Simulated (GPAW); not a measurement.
# Dielectric function and optical constants of W

Aim: the dielectric function of W, and the optical constants that follow from it.

Calculated with GPAW 26.7.0; DFT, LDA, plane-wave PAW (GPAW data sets), scalar-relativistic, RPA, optical limit.

Report form: the programs' logs are mostly left out.

### 1. Starting point

The structure is cubic, space group Im-3m (No. 229). The conventional cell has a = 3.165 Å, b = 3.165 Å, c = 3.165 Å, α = 90.00°, β = 90.00°, γ = 90.00°. W has 8 W at 2.74 Å nearest.

### 2. Ground state

First the ground state: is it a metal or has it a gap?

This step: DFT, LDA, plane-wave PAW (GPAW data sets), scalar-relativistic, ground state (GPAW 26.7.0).

Contents of gs.py:

```python
from ase import Atoms
from ase.dft.bandgap import bandgap
from gpaw import GPAW, PW, FermiDirac

atoms = Atoms(['W'],
              cell=[[-1.582345000000, 1.582345000000, 1.582345000000],
                    [1.582345000000, -1.582345000000, 1.582345000000],
                    [1.582345000000, 1.582345000000, -1.582345000000]],
              scaled_positions=[[0.000000000000, 0.000000000000, 0.000000000000]],
              pbc=[True, True, True])
atoms.calc = GPAW(mode=PW(500), xc='LDA', kpts={'size': (10, 10, 10), 'gamma': True},
                  occupations=FermiDirac(0.05), maxiter=150, txt='gs.txt')
print('energy (eV)', atoms.get_potential_energy())
print('Fermi level (eV)', atoms.calc.get_fermi_level())
print('valence electrons', atoms.calc.get_number_of_electrons())
print('gap (eV)', bandgap(atoms.calc, output=None)[0])
print('direct gap (eV)', bandgap(atoms.calc, direct=True, output=None)[0])
atoms.calc.write('gs.gpw')
```

The run is started by

```sh
> OMP_NUM_THREADS=1 python gs.py
```

Run time: 9 s. Hardware: 1 thread of Arm Neoverse N1, shared host; peak memory 0.13 GiB.

This step gave:

| Item | Value |
| --- | --- |
| energy | -12.79 eV |
| Fermi energy | 14.39 eV |
| electrons | 14 |

There are states at the Fermi level within the smearing, so the occupations stay smeared and the carriers get a Drude term.

### 3. Bands for the response

At the fixed density, many empty bands are solved on the mesh of the response, since the spectrum sums over them.

This step: DFT, LDA, plane-wave PAW (GPAW data sets), scalar-relativistic, bands at fixed density (GPAW 26.7.0).

Contents of nscf.py:

```python
from ase.dft.bandgap import bandgap
from gpaw import GPAW, FermiDirac

calc = GPAW('gs.gpw').fixed_density(kpts={'size': (15, 15, 15), 'gamma': True}, nbands=24, convergence={'bands': 18},
                                    occupations=FermiDirac(0.05), txt='nscf.txt')
print('gap (eV)', bandgap(calc, output=None)[0])
print('direct gap (eV)', bandgap(calc, direct=True, output=None)[0])
print('top band over the Fermi level (eV)', min(calc.get_eigenvalues(kpt=k)[17] for k in range(len(calc.get_ibz_k_points()))) - calc.get_fermi_level())
calc.write('full.gpw', mode='all')
```

The run is started by

```sh
> OMP_NUM_THREADS=1 python nscf.py
```

Elapsed: 25 s, on 1 thread; peak memory 0.16 GiB.

### 4. Dielectric function, RPA

Local fields let the induced charge screen the field inside the cell, which as a rule lowers ε, most along directions where the density is uneven.

This step: DFT, LDA, plane-wave PAW (GPAW data sets), scalar-relativistic, RPA, optical limit (GPAW 26.7.0).

Contents of df.py:

```python
from gpaw.response.df import DielectricFunction

df = DielectricFunction('full.gpw', frequencies={'type': 'nonlinear', 'domega0': 0.03, 'omega2': 8},
                        ecut=50,
                        eta=0.15,
                        nbands=18,
                        rate=0.05,
                        txt='df.txt')
for direction in ['x']:
    df.get_dielectric_function(xc='RPA', direction=direction, filename=f'df_{direction}.csv')
```

The run is started by

```sh
> OMP_NUM_THREADS=1 python df.py
```

Run time: 9.4 s. Hardware: 1 thread; peak memory 0.18 GiB.

Sum at mesh points, not converged in k. The Im ε, E ∥ x by photon energy; read off at these points:

| photon energy (eV) | Im ε, E ∥ x |
| --- | --- |
| 0.500 | 87.8 |
| 0.750 | 49.7 |
| 1.000 | 15.7 |
| 1.250 | 10.7 |
| 1.500 | 17.2 |
| 1.750 | 20.3 |
| 1.912 | 24.4 |
| 2.000 | 23.7 |
| 2.250 | 18.3 |
| 2.500 | 18.6 |
| 2.750 | 16.9 |
| 3.000 | 19.2 |
| 3.250 | 21.6 |
| 3.500 | 17.9 |
| 3.750 | 16.7 |
| 4.000 | 17.2 |
| 4.250 | 16.7 |
| 4.500 | 16.1 |
| 4.750 | 18.6 |
| 5.000 | 23.1 |
| 5.173 | 25.6 |
| 5.250 | 23.9 |
| 5.500 | 16.5 |
| 5.750 | 13.4 |
| 6.000 | 10.2 |
| 6.250 | 9.62 |
| 6.500 | 7.57 |
| 6.750 | 5.69 |
| 7.000 | 5.73 |
| 7.250 | 4.53 |
| 7.500 | 3.95 |
| 7.750 | 3.88 |
| 8.000 | 3.30 |
| 8.250 | 3.72 |
| 8.500 | 3.76 |
| 8.750 | 2.92 |
| 9.000 | 3.42 |
| 9.250 | 3.78 |
| 9.500 | 3.85 |
| 9.750 | 3.69 |
| 10.000 | 4.32 |
| 10.250 | 4.10 |
| 10.500 | 3.97 |
| 10.750 | 4.62 |
| 11.000 | 3.64 |
| 11.250 | 3.38 |
| 11.500 | 3.70 |
| 11.750 | 3.50 |
| 12.000 | 2.39 |
| 12.250 | 2.58 |
| 12.500 | 3.46 |
| 12.750 | 2.39 |
| 13.000 | 2.18 |
| 13.250 | 2.04 |
| 13.500 | 2.31 |
| 13.750 | 1.69 |

Values under 1 per cm are given as 1; sum at mesh points, not converged in k. The absorption coefficient, E ∥ x by photon energy:

| photon energy (eV) | absorption coefficient, E ∥ x (1/cm) |
| --- | --- |
| 0.492 | 5.3e5 |
| 1.010 | 5.7e5 |
| 1.486 | 3.7e5 |
| 1.985 | 6.3e5 |
| 2.508 | 6.9e5 |
| 3.018 | 8.0e5 |
| 3.510 | 1.0e6 |
| 3.980 | 1.1e6 |
| 4.516 | 1.2e6 |
| 4.981 | 1.6e6 |
| 5.515 | 2.1e6 |
| 6.021 | 2.0e6 |
| 6.494 | 2.1e6 |
| 6.985 | 1.9e6 |
| 7.496 | 1.7e6 |
| 8.026 | 1.6e6 |
| 8.516 | 1.6e6 |
| 9.023 | 1.4e6 |
| 9.483 | 1.5e6 |
| 10.026 | 1.7e6 |
| 10.519 | 1.7e6 |
| 11.029 | 2.0e6 |
| 11.479 | 2.0e6 |
| 12.023 | 2.0e6 |
| 12.504 | 2.2e6 |
| 13.000 | 2.0e6 |
| 13.512 | 2.1e6 |

The loss function −Im 1/ε at q → 0, E ∥ x has structure finer than the step of the table below, so its rows give means over 0.5 eV, whole bins alone (the curve runs from 0.305 to 14.0 eV). Peaks (eV: height): 1.31: 0.0870, 8.89: 0.279, 10.45: 0.254, 11.25: 0.252, 12.26: 0.321, 13.25: 0.343.

Sum at mesh points, not converged in k. Table of loss function −Im 1/ε at q → 0, E ∥ x by energy loss; means over each step:

| energy loss (eV) | loss function −Im 1/ε at q → 0, E ∥ x |
| --- | --- |
| 1.0 | 0.0206 |
| 1.5 | 0.0593 |
| 2.0 | 0.0428 |
| 2.5 | 0.0514 |
| 3.0 | 0.0454 |
| 3.5 | 0.0541 |
| 4.0 | 0.0572 |
| 4.5 | 0.0580 |
| 5.0 | 0.0433 |
| 5.5 | 0.0441 |
| 6.0 | 0.0567 |
| 6.5 | 0.0633 |
| 7.0 | 0.0847 |
| 7.5 | 0.114 |
| 8.0 | 0.163 |
| 8.5 | 0.192 |
| 9.0 | 0.256 |
| 9.5 | 0.241 |
| 10.0 | 0.227 |
| 10.5 | 0.223 |
| 11.0 | 0.211 |
| 11.5 | 0.221 |
| 12.0 | 0.245 |
| 12.5 | 0.249 |
| 13.0 | 0.276 |
| 13.5 | 0.295 |

The reflectivity at normal incidence, E ∥ x has structure finer than the step of the table below, so its rows give means over 0.5 eV, whole bins alone (the curve runs from 0.305 to 14.0 eV). Peaks (eV: height): 1.99: 53.9, 6.55: 67.6, 11.94: 50.5, 12.67: 48.5, 13.69: 48.3.

Sum at mesh points, not converged in k. The reflectivity at normal incidence, E ∥ x by photon energy; means over each step:

| photon energy (eV) | reflectivity at normal incidence, E ∥ x (%) |
| --- | --- |
| 1.0 | 81.9 |
| 1.5 | 47.1 |
| 2.0 | 52.0 |
| 2.5 | 47.9 |
| 3.0 | 49.0 |
| 3.5 | 50.1 |
| 4.0 | 48.2 |
| 4.5 | 47.7 |
| 5.0 | 55.0 |
| 5.5 | 64.5 |
| 6.0 | 64.5 |
| 6.5 | 65.9 |
| 7.0 | 62.8 |
| 7.5 | 59.3 |
| 8.0 | 51.7 |
| 8.5 | 46.6 |
| 9.0 | 36.9 |
| 9.5 | 35.3 |
| 10.0 | 35.2 |
| 10.5 | 36.5 |
| 11.0 | 42.3 |
| 11.5 | 40.7 |
| 12.0 | 45.3 |
| 12.5 | 41.4 |
| 13.0 | 45.5 |
| 13.5 | 43.6 |

Sum at mesh points, not converged in k. The Im ε, E ∥ x by photon energy; read off at these points:

| photon energy (eV) | without local fields | with local fields |
| --- | --- | --- |
| 0.500 | 87.8 | 87.8 |
| 0.750 | 49.7 | 49.7 |
| 1.000 | 15.7 | 15.7 |
| 1.250 | 10.7 | 10.7 |
| 1.500 | 17.2 | 17.2 |
| 1.750 | 20.3 | 20.3 |
| 1.912 | 24.4 | 24.4 |
| 2.000 | 23.6 | 23.7 |
| 2.250 | 18.3 | 18.3 |
| 2.500 | 18.6 | 18.6 |
| 2.750 | 16.9 | 16.9 |
| 3.000 | 19.2 | 19.2 |
| 3.250 | 21.6 | 21.6 |
| 3.500 | 17.8 | 17.9 |
| 3.750 | 16.7 | 16.7 |
| 4.000 | 17.2 | 17.2 |
| 4.250 | 16.7 | 16.7 |
| 4.500 | 16.1 | 16.1 |
| 4.750 | 18.6 | 18.6 |
| 5.000 | 23.1 | 23.1 |
| 5.173 | 25.4 | 25.6 |
| 5.250 | 23.6 | 23.9 |
| 5.500 | 16.4 | 16.5 |
| 5.750 | 13.3 | 13.4 |
| 6.000 | 10.1 | 10.2 |
| 6.250 | 9.53 | 9.62 |
| 6.500 | 7.49 | 7.57 |
| 6.750 | 5.63 | 5.69 |
| 7.000 | 5.69 | 5.73 |
| 7.250 | 4.49 | 4.53 |
| 7.500 | 3.92 | 3.95 |
| 7.750 | 3.84 | 3.88 |
| 8.000 | 3.26 | 3.30 |
| 8.250 | 3.69 | 3.72 |
| 8.500 | 3.73 | 3.76 |
| 8.750 | 2.91 | 2.92 |
| 9.000 | 3.40 | 3.42 |
| 9.250 | 3.75 | 3.78 |
| 9.500 | 3.80 | 3.85 |
| 9.750 | 3.64 | 3.69 |
| 10.000 | 4.27 | 4.32 |
| 10.250 | 4.03 | 4.10 |
| 10.500 | 3.88 | 3.97 |
| 10.750 | 4.47 | 4.62 |
| 11.000 | 3.54 | 3.64 |
| 11.250 | 3.30 | 3.38 |
| 11.500 | 3.58 | 3.70 |
| 11.750 | 3.36 | 3.50 |
| 12.000 | 2.30 | 2.39 |
| 12.250 | 2.50 | 2.58 |
| 12.500 | 3.35 | 3.46 |
| 12.750 | 2.33 | 2.39 |
| 13.000 | 2.09 | 2.18 |
| 13.250 | 1.97 | 2.04 |
| 13.500 | 2.23 | 2.31 |
| 13.750 | 1.65 | 1.69 |

Optical constants at common wavelengths, from n + ik = √ε:

| wavelength (nm) | n | k | R (%) | 1/α |
| --- | --- | --- | --- | --- |
| 1550 | 2.23 | 8.359 | 88.9 | 15 nm |
| 800 | 3.51 | 2.542 | 47.6 | 25 nm |
| 532 | 3.53 | 2.643 | 48.7 | 16 nm |
| 450 | 3.63 | 2.335 | 46.0 | 15 nm |
| 405 | 3.73 | 2.643 | 49.2 | 12 nm |
| 308 | 3.24 | 2.670 | 48.4 | 9.2 nm |
| 248 | 3.60 | 3.213 | 54.3 | 6.1 nm |

A polished face would reflect 50 % of daylight and look light grey (CIE x = 0.324, y = 0.335 under D65).

### 5. Outcome

**Reading.** At this level (LDA, RPA) W is a metal. The mesh is too coarse to trust the carriers' weight, the reflectivity or the colour to better than tens of per cent. A polished face would reflect 50 % of daylight and look light grey (CIE x = 0.324, y = 0.335 under D65). The carriers' damping of 0.05 eV is typed, not computed; it shapes the response at the lowest energies. Spin-orbit coupling is left out although heavy atoms are present. In this version of GPAW the matrix elements of the optical limit are incomplete, which can lower ε − 1 by up to a tenth where first-row anions or d states rule, and shift it by more in d metals. GPAW's carrier term has the form −ωp²/(ω + i·rate)², which damps like twice the rate and fails at low energy, so the curves leave the lowest energies out. The sum runs over mesh points 0.19 Å⁻¹ apart with no interpolation, so peaks are partly noise of the mesh, and the Drude plasma energy, a sum over the Fermi surface, isn't converged.

[Machine, clock and banner lines and Python warnings are left out of the logs.]

[Logs are printed without paths, hosts, clocks, repeated set-up lines and the standing remarks that a program may print on its own settings, such as how far it seeks lower states.]

[Hosts, paths, dates, database ids (printed as entryN), source tags and the programs' standing remarks are cut or masked in the printed files.]
